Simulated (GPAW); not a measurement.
# Surface energy and work function of Rh(111) from slabs of 3 to 12 layers (LDA)

How do energy and work function of Rh(111) films settle with thickness, and what surface energy follows?

**Method.** GPAW 26.7.0, plane waves at 450 eV with PAW setups; symmetric 1×1 slabs cut at the tabulated lattice constant (two decimals; low-temperature values for the alkali metals), atoms at bulk places, 7.5 Å of vacuum on each side, one in-plane mesh for all thicknesses, Fermi-Dirac smearing of 0.1 eV. Energies are extrapolated to zero smearing and count from the program's reference atoms. Functional LDA. The cell's area is 6.253 Å².

What came out, but for one run:

```tsv
layers	energy (eV)	work function (eV)
3	−24.1641	5.46
4	−32.9057	5.55
5	−41.6590	5.54
6	−50.3995	5.52
7	−59.1356	5.53
8	−67.8797	5.53
9	−76.6198	5.53
10	−85.3665	5.53
11	−94.1080	5.53
12	?	?
```

Q: What surface energy do these runs give, and what energy and work function should the 12-layer slab have?

Worked answer. A slab of n layers has E(n) = nε + 2Aγ once its middle is bulk-like. A line through n = 6 to 11 has the slope ε = −8.7422 eV a layer and the intercept 2Aγ = 2.0568 eV (r.m.s. residual 2.3 meV). So γ = 2.0568 / (2 × 6.253 Å²) = 0.1645 eV/Å² = 2.64 J/m², with a standard error of under 0.01 J/m² from the scatter about the line. For 12 layers: 2.0568 + 12 × (−8.7422) = −102.849 eV; the run gives −102.850 eV, 1.5 meV under the line. The work function has no such law: from 6 to 11 layers it moves between 5.52 and 5.53 eV (mean 5.53), and the 12-layer slab gives 5.53 eV. The thinnest slab, 3 layers, lies −0.07 eV from that mean. The measured value for this face is 5.46 eV (“Anisotropic work function of elemental crystals” (2019, arxiv:1902.07811)); the unrelaxed 12-layer slab lies 0.07 eV over it.

Caveats: The surfaces are unrelaxed, so γ is an upper bound for this functional and lattice constant. The tabulated lattice constant isn't the functional's own, which strains the slab a little. The runs had no spin polarisation.

[Logs are printed without paths, hosts, clocks, repeated set-up lines and the standing remarks that a program may print on its own settings, such as how far it seeks lower states.]
